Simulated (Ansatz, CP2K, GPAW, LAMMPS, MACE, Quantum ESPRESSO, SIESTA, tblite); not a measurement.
# tblite runs on aqueous Ca2+ and HSO4-, 2.3 mol of salt per kg of water at 360 K (85 atoms)

Aim: run aqueous Ca2+ and HSO4-, 2.3 mol of salt per kg of water at 360 K (85 atoms) in tblite and see how near its forces come to a plane-wave reference, and at what cost.

Program: tblite 0.8.0. Level of theory: the method is named at each step. Results are calculated unless marked as measured.

## 1. The starting structure

The cell holds 85 atoms: 32 O, 2 S, 50 H and 1 Ca. Cell: a = 9.346 Å, b = 9.346 Å, c = 9.346 Å, α = 90.0°, β = 90.0°, γ = 90.0°. 24 H2O, 1 Ca2+, 2 HSO4- placed at random, at 1.36 g/cm³; overlaps pushed apart, then 10 ps at 420 K with divalent ions of Li, Roberts, Chakravorty and Merz (J. Chem. Theory Comput. 9, 2733 (2013)); MMFF94 bonds, angles, torsions, charges and radii (Halgren, J. Comput. Chem. 17, 490 (1996)) in harmonic and 12-6 forms; SPC/E water (Berendsen, Grigera and Straatsma, J. Phys. Chem. 91, 6269 (1987)). Snapshot after 20 ps at 360 K and fixed volume.

The yardstick, on the same geometry:

- method: Kohn-Sham DFT, PBE, PAW, plane waves (Ansatz 0.2.0); cutoff 420 eV, Γ point, fermi-dirac smearing of 0.05 eV; PAW set soft_2
- r.m.s. force component: 0.6325 eV/Å
- longest force: 2.187 eV/Å
- pressure: -0.8208 GPa
- gap (highest filled to lowest empty level): 4.112 eV
- SCF cycles: 9
- time: 6.2 s on 4 threads of Arm Neoverse V1, shared host
- CPU time: 23 s

## 2. GFN1-xTB

Method: GFN1-xTB tight binding, diagonalisation.

run.py reads:

```python
import numpy as np
from ase.io import read
from tblite.ase import TBLite

atoms = read("structure.xyz")
atoms.calc = TBLite(method="GFN1-xTB", electronic_temperature=580, accuracy=1.0, max_iterations=250, mixer_damping=0.4, verbosity=1)
energy = atoms.get_potential_energy()
forces = atoms.get_forces()
print(f"energy {energy:.6f} eV")
print("forces (eV/A)")
for i, (a, f) in enumerate(zip(atoms, forces)):
    print(f"{i:4d} {a.symbol:2s} {f[0]:10.5f} {f[1]:10.5f} {f[2]:10.5f}")
stress = -atoms.get_stress(voigt=False) * 160.21766
print("stress (GPa, compression positive)")
for row in stress:
    print(" ".join(f"{x:10.4f}" for x in row))
print("charges (e)")
print(np.array2string(atoms.get_charges(), precision=4, suppress_small=True, max_line_width=110, threshold=100000))
```

structure.xyz reads:

```xyz
85
Lattice="9.34568 0.00000 0.00000 0.00000 9.34568 0.00000 0.00000 0.00000 9.34568" Properties=species:S:1:pos:R:3 pbc="T T T"
O 2.64053 6.55637 8.90157
S 2.44474 5.56143 0.81765
O 0.97653 5.44937 0.94569
O 3.09716 6.18422 1.99269
O 3.09501 4.34387 0.34878
H 2.26278 7.45626 9.20821
O 5.84413 0.56981 8.56831
S 7.34113 0.01692 8.72251
O 8.02373 0.41504 7.51439
O 7.14197 7.88504 8.78447
O 7.77028 0.71186 0.55700
H 5.76498 1.52335 8.83419
O 2.43436 8.53307 4.82303
H 2.85314 9.03082 5.58255
H 3.10127 8.42803 4.08528
O 6.48758 4.52854 5.69853
H 7.09216 3.73248 5.67264
H 5.70956 4.33686 6.29684
O 5.73666 7.42318 6.40768
H 4.83835 7.86243 6.41665
H 6.07095 7.32888 7.34542
O 3.71902 0.25560 6.88814
H 3.02445 0.84027 7.30729
H 4.61368 0.46551 7.28253
O 3.16968 4.56209 3.91612
H 3.24463 5.12031 3.08978
H 2.78613 5.11340 4.65705
O 6.13778 4.87471 2.81520
H 6.68160 4.71751 1.99091
H 5.63498 4.04182 3.04669
O 6.68356 2.32334 3.01230
H 6.92655 2.31735 3.98229
H 7.46299 2.00708 2.47147
O 7.70430 7.58122 2.29193
H 7.97570 8.51214 2.04745
H 7.47991 7.07066 1.46185
O 8.22158 2.35735 5.66694
H 8.31607 1.71961 6.43132
H 9.11671 2.74202 5.44124
O 2.55595 8.97568 0.79999
H 1.82091 0.18093 1.19531
H 3.27183 8.83503 1.48391
O 7.62869 8.93129 4.76218
H 8.27392 0.06720 4.16911
H 7.81766 9.16157 5.71675
O 2.34446 5.83180 6.27777
H 2.67791 6.06581 7.19103
H 2.29820 6.65898 5.71778
O 0.86074 1.92428 0.88840
H 9.29362 1.89848 0.48084
H 1.19550 2.86651 0.89690
O 0.06617 0.98335 3.27379
H 0.42224 1.14270 2.35306
H 0.61055 1.49886 3.93556
O 4.25789 3.96603 7.03720
H 3.88677 4.10107 7.95598
[... 25 atom lines left out ...]
O 1.31634 1.55428 7.33729
H 1.36054 2.04278 8.20878
H 0.62139 0.83737 7.39197
Ca 7.10786 6.55385 4.46303
```

Command:

```console
$ OMP_NUM_THREADS=1 python run.py > output.txt
```

Output:

```text
------------------------------------------------------------
  cycle        total energy    energy error   density error
------------------------------------------------------------
      1     -180.8666564373  -1.8155751E+02   6.9410464E-01
      2     -182.5654701826  -1.6988137E+00   4.4555673E-01
      3     -179.1682517525   3.3972184E+00   3.5587806E-01
      4     -184.2773084109  -5.1090567E+00   1.4540837E-01
      5     -185.3841092446  -1.1068008E+00   2.8862993E-02
      6     -185.2720951982   1.1201405E-01   4.9987175E-02
      7     -185.3389495909  -6.6854393E-02   3.5423746E-02
      8     -185.4093451643  -7.0395573E-02   8.8367098E-03
      9     -185.4136479180  -4.3027538E-03   4.4161273E-04
     10     -185.4136354638   1.2454270E-05   5.0598076E-04
     11     -185.4136470777  -1.1613990E-05   1.6541464E-04
     12     -185.4136482496  -1.1718269E-06   8.2560947E-05
     13     -185.4136485616  -3.1206963E-07   2.5550969E-05
     14     -185.4136485963  -3.4670734E-08   4.6101529E-06
------------------------------------------------------------
 total:                                   2.523 sec
energy -5045.362366 eV
forces (eV/A)
   0 O    -0.33118    1.27680    0.85950
   1 S    -1.00511    0.36291    0.25697
   2 O     1.41540   -0.23745    0.13578
   3 O    -0.83154   -0.14080   -2.00079
   4 O    -0.55475    0.33408    0.24565
   5 H     0.75034   -0.81852   -0.28095
   6 O    -0.84138    0.35008   -0.24496
   7 S    -1.34342   -1.00945   -0.30958
   8 O     0.79458   -0.30885   -0.16898
   9 O     0.68768    2.33286    0.18466
  10 O     0.97400   -0.39134    0.91967
  11 H     0.14326   -0.45327    0.16578
  12 O     0.90233   -0.07993   -0.48716
  13 H    -0.15906   -0.57011   -1.05081
  14 H    -0.79264    0.28391    1.33585
  15 O     0.24350   -0.44397    0.18601
  16 H    -0.81352    0.87996    0.26706
  17 H     1.04567    0.14045   -0.75223
  18 O    -0.78512    0.18763    0.92527
  19 H     1.53419   -0.69164    0.13980
  20 H    -0.67215    0.33114   -1.46160
  21 O     0.38534    0.75810    0.85128
  22 H     0.94868   -0.69630   -0.37326
  23 H    -1.23745   -0.12854   -0.37239
[...]
77 H    -1.22006    0.80372   -0.13104
  78 O    -0.42810    1.06152   -0.73264
  79 H     0.68709   -0.44635    1.14520
  80 H    -0.71288   -0.28491   -0.81331
  81 O    -0.49287   -0.29858    1.02030
  82 H    -0.43471   -0.86814   -1.14802
  83 H     0.86827    1.15616    0.24386
  84 Ca   -0.26447    0.14926   -0.15430
stress (GPa, compression positive)
   -4.3927     0.2017    -0.1538
    0.2017    -3.6421    -0.6836
   -0.1538    -0.6836    -4.9310
charges (e)
[-0.4633  0.6493 -0.4576 -0.4412 -0.4496  0.3907 -0.4611  0.6579 -0.4417 -0.4748 -0.4301  0.3884 -0.6891
  0.3459  0.3153 -0.6114  0.3461  0.3596 -0.5789  0.3416  0.3479 -0.6991  0.34    0.3494 -0.7231  0.3691
  0.3375 -0.5772  0.3389  0.3372 -0.6618  0.3556  0.3492 -0.5688  0.3441  0.3416 -0.7032  0.349   0.352
 -0.6703  0.3427  0.343  -0.5943  0.3575  0.3435 -0.6843  0.349   0.3417 -0.6659  0.3564  0.3445 -0.7045
  0.3383  0.3414 -0.6707  0.3426  0.3419 -0.7066  0.3379  0.3551 -0.675   0.3196  0.3405 -0.682   0.3346
  0.3599 -0.5762  0.3373  0.3531 -0.6054  0.3639  0.3415 -0.693   0.3581  0.3452 -0.5854  0.336   0.3404
 -0.698   0.3365  0.3603 -0.6638  0.3414  0.3476  0.6494]
```

The job ended after 3.2 s (1 thread of Arm Neoverse V1, shared host; peak memory 0.15 GiB).

Banners, paths, timers and routine set-up lines are dropped from the logs unmarked, and long logs keep their key lines alone; longer cuts are marked.

Numbers from this run, and their distance from the reference:

* r.m.s. force component: 0.7848 eV/Å
* r.m.s. difference of force components: 341.9 meV/Å
* longest difference of force vectors: 1256 meV/Å
* force difference over r.m.s. force: 54.06 %
* slope of forces against the reference's: 1.124
* correlation of force components: 0.9056
* pressure: -4.322 GPa
* pressure difference: -3.501 GPa

Length of the force difference by element (eV/Å):

```
element  atoms  mean  most
     Ca      1  0.20  0.20
      H     50  0.45  0.81
      O     32  0.69   1.3
      S      2   1.0   1.0
```

Local excerpt of 10 atoms (numbers count through the whole input) about O10, which bears the longest force; x, y, z are measured from there.

```
atom      x      y      z  distance (Å)  bonds  Mulliken charge (e)     Fx     Fy  Fz (eV/Å)
 O10   0.00   0.00   0.00          0.00      1                -0.47   0.69   2.33       0.18
  S8   0.20   1.48  -0.06          1.49      4                 0.66  -1.34  -1.01      -0.31
 H66   0.02  -1.56   0.31          1.59      1                 0.36  -0.80  -1.10       0.48
 H21  -1.07  -0.56  -1.44          1.88      1                 0.35  -0.67   0.33      -1.46
 H36   0.34  -0.81   2.02          2.21      1                 0.34   0.35   1.05       1.34
 H77   1.48  -0.69  -1.51          2.22      1                 0.34   0.49  -0.87      -1.39
  O7  -1.30   2.03  -0.22          2.42      2                -0.46  -0.84   0.35      -0.24
  O9   0.88   1.88  -1.27          2.43      1                -0.44   0.79  -0.31      -0.17
 O64  -0.36  -2.39   0.72          2.52      2                -0.68  -0.96   0.31      -0.15
 O11   0.63   2.17   1.12          2.52      1                -0.43   0.97  -0.39       0.92
```

Atoms are counted from 1 here, from 0 in the log.

Forces lie 54 % from the reference's, at 0.14 times its CPU time (on 1 against 4 cores).

## 3. Outcome

| Item | Value |
| --- | --- |
| force difference from the reference | tblite GFN1-xTB, 54 % |
| its CPU time | 3.2 s |

**Reading.** Tight binding differs by 54 % (tblite GFN1-xTB); it is another model, with fitted parameters of its own, and the xTB methods hold dispersion. One electronic-structure run takes under half the reference's CPU time: tblite GFN1-xTB, at 54 % in 3.2 s against 23 s; its pressure misses by -3.5 GPa. Periodic xTB results under one method name differ between programs and library versions. The network of contacts between molecules at the start is that of the classical potential that made the cell, and needn't be the one that DFT or experiment would give. The concentration wasn't checked against solubility and may exceed it. The reference's PBE has no dispersion term, which matters for the binding between molecules or layers. The density was typed from a rule of thumb and may lie off the real one at this temperature. The electronic-structure runs sample only Γ, in a cell whose shortest periodic width is 9 Å.

[Also dropped from logs without a mark: logging warnings of Python, and SIESTA's first energy breakdown and zero terms.]

[Logs are printed without paths, hosts, clocks, repeated set-up lines and the standing remarks that a program may print on its own settings, such as how far it seeks lower states.]

[Hosts, paths, dates, database ids (printed as entryN), source tags and the programs' standing remarks are cut or masked in the printed files.]

[The MMFF94 radii named for the starting cell were scaled by 0.96; in molecules described by MMFF94, hydrogen bound to N, O or S took a small fixed 12-6 site in their place.]
